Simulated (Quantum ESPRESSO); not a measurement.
# NiO: which magnetic order is lowest, part 2 of 2

Does NiO prefer parallel or opposed moments, or none?

Quantum ESPRESSO 7.5; PBEsol; plane waves with GBRV 1.5 PBEsol potentials, no spin-orbit coupling.

So far, absolute magnetization (μB): step 2 (run 1, typed as ferro +) 0.835.

**5. Run 4 (no spin polarisation)**

Contents of pw.in:

```
&CONTROL
  calculation = 'scf'
  prefix = 'pwscf'
  outdir = './tmp'
  pseudo_dir = './pseudo'
  disk_io = 'nowf'
/
&SYSTEM
  ibrav = 0
  celldm(1) = 8
  nat = 2
  ntyp = 2
  ecutwfc = 40
  ecutrho = 280
  nbnd = 19
  occupations = 'smearing'
  smearing = 'fd'
  degauss = 0.00367493
/
&ELECTRONS
  conv_thr = 4d-09
  electron_maxstep = 150
  mixing_beta = 0.3
/
ATOMIC_SPECIES
Ni     58.6934 ni_pbesol_v1.4.uspp.F.UPF
O      15.9990 o_pbesol_v1.2.uspp.F.UPF
CELL_PARAMETERS alat
   0.0000000000000    0.4927228531442    0.4927228531442
   0.4927228531442    0.0000000000000    0.4927228531442
   0.4927228531442    0.4927228531442    0.0000000000000
ATOMIC_POSITIONS crystal
Ni      0.0000000000    0.0000000000    0.0000000000
O       0.5000000000    0.5000000000    0.5000000000
K_POINTS automatic
8 8 8 0 0 0
```

The run is started by

```bash
> OMP_NUM_THREADS=1 mpirun -n 4 pw.x -nk 4 -in pw.in > pw.out
```

Output:

```text
     [... lines left out ...]
Program PWSCF v.7.5 starts
     [... lines left out ...]
     number of atoms/cell      =            2
     [... lines left out ...]
     number of electrons       =        24.00
     number of Kohn-Sham states=           19
     kinetic-energy cutoff     =      40.0000  Ry
     charge density cutoff     =     280.0000  Ry
     scf convergence threshold =      4.0E-09
     [... lines left out ...]
     48 Sym. Ops., with inversion, found
     [... lines left out ...]
     number of k points=    29  Fermi-Dirac smearing, width (Ry)=  0.0037
     [... lines left out ...]
     iteration # 12     ecut=    40.00 Ry     beta= 0.30
     [... lines left out ...]
     the Fermi energy is    14.1723 ev
!    total energy              =    -375.23770671 Ry
     estimated scf accuracy    <          4.7E-10 Ry
     smearing contrib. (-TS)   =      -0.00167986 Ry
     [... lines left out ...]
     convergence has been achieved in  12 iterations
```

Elapsed: 2.8 s, on 4 MPI ranks of Intel Xeon Platinum 8375C at 2.90GHz (Ice Lake), shared host; peak memory 0.25 GiB; 11 s of CPU time.

This step gave:

```yaml
smearing_term_ts: 0.02286 eV
final_state: non-magnetic (no spin polarisation)
```

**6. Ranking**

An order is kept where moments of 0.15 μB or more survive with the typed signs; meshes match where a doubled cell samples the same k points as the first cell.

Orders:

| start | final state | typed order kept | energy over the lowest (meV a seeded atom) | largest site moment (μB) | net moment (μB a cell of the first run) | mesh matched | CPU time (s) |
| --- | --- | --- | --- | --- | --- | --- | --- |
| ferro + | ferromagnetic | yes | 226.7 | 0.6923 | 0.8296 | yes | 21.97 |
| antiferro q=(0,1/2,1/2) +- | antiferromagnetic | yes | 235.3 | 0.6181 | 0 | yes | 106.4 |
| antiferro q=(0,0,1/2) +- | antiferromagnetic | yes | 0 | 1.294 | 0 | yes | 59.59 |
| no spin polarisation | non-magnetic | - | 256.4 | 0 | 0 | yes | 10.61 |

**7. The lowest state again, with its states saved**

Contents of pw.in:

```
&CONTROL
  calculation = 'scf'
  prefix = 'pwscf'
  outdir = './tmp'
  pseudo_dir = './pseudo'
  disk_io = 'low'
/
&SYSTEM
  ibrav = 0
  celldm(1) = 8
  nat = 4
  ntyp = 3
  ecutwfc = 40
  ecutrho = 280
  nbnd = 37
  occupations = 'smearing'
  smearing = 'fd'
  degauss = 0.00367493
  nspin = 2
  starting_magnetization(1) = 0.1111
  starting_magnetization(2) = -0.1111
  starting_magnetization(3) = 0
/
&ELECTRONS
  conv_thr = 8d-09
  electron_maxstep = 150
  mixing_beta = 0.3
/
ATOMIC_SPECIES
Ni1    58.6934 ni_pbesol_v1.4.uspp.F.UPF
Ni2    58.6934 ni_pbesol_v1.4.uspp.F.UPF
O      15.9990 o_pbesol_v1.2.uspp.F.UPF
CELL_PARAMETERS alat
   0.0000000000000    0.4927228531442    0.4927228531442
   0.4927228531442    0.0000000000000    0.4927228531442
   0.9854457062883    0.9854457062883    0.0000000000000
ATOMIC_POSITIONS crystal
Ni1     0.0000000000    0.0000000000    0.0000000000
Ni2     0.0000000000    0.0000000000    0.5000000000
O       0.5000000000    0.5000000000    0.2500000000
O       0.5000000000    0.5000000000    0.7500000000
K_POINTS automatic
8 8 4 0 0 0
```

Output:

```text
     [... lines left out ...]
Program PWSCF v.7.5 starts
     [... lines left out ...]
     number of atoms/cell      =            4
     [... lines left out ...]
     number of electrons       =        48.00
     number of Kohn-Sham states=           37
     kinetic-energy cutoff     =      40.0000  Ry
     charge density cutoff     =     280.0000  Ry
     scf convergence threshold =      8.0E-09
     [... lines left out ...]
     12 Sym. Ops., with inversion, found
     [... lines left out ...]
     number of k points=    35  Fermi-Dirac smearing, width (Ry)=  0.0037
     [... lines left out ...]
     iteration # 14     ecut=    40.00 Ry     beta= 0.30
     [... lines left out ...]
     Magnetic moment per site  (integrated on atomic sphere of radius R)
     atom   1 (R=0.203)  charge= 15.6782  magn=  1.2940
     atom   2 (R=0.203)  charge= 15.6782  magn= -1.2940
     atom   3 (R=0.203)  charge=  5.6322  magn= -0.0000
     atom   4 (R=0.203)  charge=  5.6322  magn= -0.0000
     [... lines left out ...]
     the Fermi energy is    14.1353 ev
!    total energy              =    -750.51309823 Ry
     estimated scf accuracy    <          2.0E-09 Ry
     smearing contrib. (-TS)   =      -0.00001847 Ry
     [... lines left out ...]
     total magnetization       =     0.00 Bohr mag/cell
     absolute magnetization    =     2.87 Bohr mag/cell
     convergence has been achieved in  14 iterations
```

Wall time 15 s (4 MPI ranks); peak memory 0.36 GiB.

This step gave:

| Property | Result |
| --- | --- |
| smearing term TS | 2.51e-4 eV |
| magnetization | 0 μB |
| absolute magnetization | 2.867 μB |
| final state | antiferromagnetic |
| largest moment | 1.294 μB |

**8. Löwdin moments**

projwfc.x projects the saved states on orthogonalised atomic orbitals of the pseudopotential files.

Output:

```text
[banner, memory and clock lines left out]
Program PROJWFC v.7.5 starts

     [... lines left out ...]
     IMPORTANT: XC functional enforced from input :
     Exchange-correlation= PBESOL
                           (   1   4  10   8   0   0   0)
     Any further DFT definition will be discarded
     Please, verify this is what you really want

     G-vector sticks info

     Check: negative core charge=   -0.000014

     Gaussian broadening (read from input): ngauss,degauss=   0    0.010000

     Calling projwave ....

  Problem Sizes
  natomwfc =           34
  nbnd     =           37
  nkstot   =           70
  npwx     =         1075
  nkb      =           62

     Atomic states used for projection
     (read from pseudopotential files):

     state #   1: atom   1 (Ni1), wfc  1 (l=0 m= 1)
     state #   2: atom   1 (Ni1), wfc  2 (l=1 m= 1)
     state #   3: atom   1 (Ni1), wfc  2 (l=1 m= 2)
     state #   4: atom   1 (Ni1), wfc  2 (l=1 m= 3)
     state #   5: atom   1 (Ni1), wfc  3 (l=2 m= 1)
     state #   6: atom   1 (Ni1), wfc  3 (l=2 m= 2)
     state #   7: atom   1 (Ni1), wfc  3 (l=2 m= 3)
     state #   8: atom   1 (Ni1), wfc  3 (l=2 m= 4)
     state #   9: atom   1 (Ni1), wfc  3 (l=2 m= 5)
     state #  10: atom   1 (Ni1), wfc  4 (l=0 m= 1)
     state #  11: atom   1 (Ni1), wfc  5 (l=1 m= 1)
     state #  12: atom   1 (Ni1), wfc  5 (l=1 m= 2)
     state #  13: atom   1 (Ni1), wfc  5 (l=1 m= 3)
     state #  14: atom   2 (Ni2), wfc  1 (l=0 m= 1)
     state #  15: atom   2 (Ni2), wfc  2 (l=1 m= 1)
     state #  16: atom   2 (Ni2), wfc  2 (l=1 m= 2)
     state #  17: atom   2 (Ni2), wfc  2 (l=1 m= 3)
     state #  18: atom   2 (Ni2), wfc  3 (l=2 m= 1)
     state #  19: atom   2 (Ni2), wfc  3 (l=2 m= 2)
     state #  20: atom   2 (Ni2), wfc  3 (l=2 m= 3)
     state #  21: atom   2 (Ni2), wfc  3 (l=2 m= 4)
     state #  22: atom   2 (Ni2), wfc  3 (l=2 m= 5)
     state #  23: atom   2 (Ni2), wfc  4 (l=0 m= 1)
     state #  24: atom   2 (Ni2), wfc  5 (l=1 m= 1)
     state #  25: atom   2 (Ni2), wfc  5 (l=1 m= 2)
     state #  26: atom   2 (Ni2), wfc  5 (l=1 m= 3)
     state #  27: atom   3 (O  ), wfc  1 (l=0 m= 1)
     state #  28: atom   3 (O  ), wfc  2 (l=1 m= 1)
     state #  29: atom   3 (O  ), wfc  2 (l=1 m= 2)
     state #  30: atom   3 (O  ), wfc  2 (l=1 m= 3)
     state #  31: atom   4 (O  ), wfc  1 (l=0 m= 1)
     state #  32: atom   4 (O  ), wfc  2 (l=1 m= 1)
     state #  33: atom   4 (O  ), wfc  2 (l=1 m= 2)
     state #  34: atom   4 (O  ), wfc  2 (l=1 m= 3)

 [... projections of the bands left out ...]

Lowdin Charges:

     Atom #   1: total charge =  17.6988, s =  2.3748, p =  6.9265, d =  8.3976,
                 spin up      =   9.4903, s =  1.1818,
                 spin up      =   9.4903, p =  3.4543, pz=  1.1514, px=  1.1514, py=  1.1514,
                 spin up      =   9.4903, d =  4.8541, dz2=  0.9481, dxz=  0.9860, dyz=  0.9860, dx2-y2=  0.9481, dxy=  0.9860,
                 spin down    =   8.2086, s =  1.1930,
                 spin down    =   8.2086, p =  3.4722, pz=  1.1574, px=  1.1574, py=  1.1574,
                 spin down    =   8.2086, d =  3.5434, dz2=  0.3083, dxz=  0.9756, dyz=  0.9756, dx2-y2=  0.3083, dxy=  0.9756,
                 polarization =   1.2817, s = -0.0111, p = -0.0178, d =  1.3107,
     Atom #   2: total charge =  17.6988, s =  2.3748, p =  6.9265, d =  8.3976,
                 spin up      =   8.2086, s =  1.1930,
                 spin up      =   8.2086, p =  3.4722, pz=  1.1574, px=  1.1574, py=  1.1574,
                 spin up      =   8.2086, d =  3.5434, dz2=  0.3083, dxz=  0.9756, dyz=  0.9756, dx2-y2=  0.3083, dxy=  0.9756,
                 spin down    =   9.4903, s =  1.1818,
                 spin down    =   9.4903, p =  3.4543, pz=  1.1514, px=  1.1514, py=  1.1514,
                 spin down    =   9.4903, d =  4.8541, dz2=  0.9481, dxz=  0.9860, dyz=  0.9860, dx2-y2=  0.9481, dxy=  0.9860,
                 polarization =  -1.2817, s =  0.0111, p =  0.0178, d = -1.3107,
     Atom #   3: total charge =   6.2434, s =  1.6401, p =  4.6033, d =  0.0000,
                 spin up      =   3.1217, s =  0.8201,
                 spin up      =   3.1217, p =  2.3016, pz=  0.7672, px=  0.7672, py=  0.7672,
                 spin up      =   3.1217, d =  0.0000, dz2=  0.0000, dxz=  0.0000, dyz=  0.0000, dx2-y2=  0.0000, dxy=  0.0000,
                 spin down    =   3.1217, s =  0.8201,
                 spin down    =   3.1217, p =  2.3016, pz=  0.7672, px=  0.7672, py=  0.7672,
                 spin down    =   3.1217, d =  0.0000, dz2=  0.0000, dxz=  0.0000, dyz=  0.0000, dx2-y2=  0.0000, dxy=  0.0000,
                 polarization =  -0.0000, s =  0.0000, p = -0.0000, d =  0.0000,
     Atom #   4: total charge =   6.2434, s =  1.6401, p =  4.6033, d =  0.0000,
                 spin up      =   3.1217, s =  0.8201,
                 spin up      =   3.1217, p =  2.3016, pz=  0.7672, px=  0.7672, py=  0.7672,
                 spin up      =   3.1217, d =  0.0000, dz2=  0.0000, dxz=  0.0000, dyz=  0.0000, dx2-y2=  0.0000, dxy=  0.0000,
                 spin down    =   3.1217, s =  0.8201,
                 spin down    =   3.1217, p =  2.3016, pz=  0.7672, px=  0.7672, py=  0.7672,
                 spin down    =   3.1217, d =  0.0000, dz2=  0.0000, dxz=  0.0000, dyz=  0.0000, dx2-y2=  0.0000, dxy=  0.0000,
                 polarization =  -0.0000, s =  0.0000, p = -0.0000, d =  0.0000,
     Spilling Parameter:   0.0024
```

It took 2 s on 4 MPI ranks; peak memory 0.28 GiB; 7.7 s of CPU time.

| atom | moment in the sphere (μB) | Löwdin moment (μB) | Löwdin charge (e) |
| --- | --- | --- | --- |
| Ni1 | 1.294 | 1.282 | 17.699 |
| Ni2 | -1.294 | -1.282 | 17.699 |
| O3 | 0.000 | 0.000 | 6.243 |
| O4 | 0.000 | 0.000 | 6.243 |

**9. Results**

```json
{
  "lowest state found": "antiferromagnetic (from antiferro q=(0,0,1/2) +-)",
  "largest site moment": "1.29 μB",
  "next state with moments": "ferromagnetic, 227 meV a seeded atom higher",
  "state without moments": "256 meV a seeded atom higher"
}
```

The largest moment reads 1.29 μB in the sphere and 1.28 μB by Löwdin projection; a site moment hangs on how space is shared out. This is the lowest of 4 collinear or spinless starts, no proof of the ground state. No Hubbard term acts here. In such compounds local and semilocal functionals without one often delocalise the d electrons, and can shrink or lose moments and miss the size, sign and order of the couplings.

[Logs and program files are shortened in this print: banners, set-up blocks, solver, clock and traceback lines can be left out without a mark of their own.]

[Logs are printed without paths, hosts, clocks, repeated set-up lines and the standing remarks that a program may print on its own settings, such as how far it seeks lower states.]

[Hosts, paths, dates, database ids (printed as entryN), source tags and the programs' standing remarks are cut or masked in the printed files.]

[Where a cell is said to come from a database of computed structures, the database is the Materials Project.]
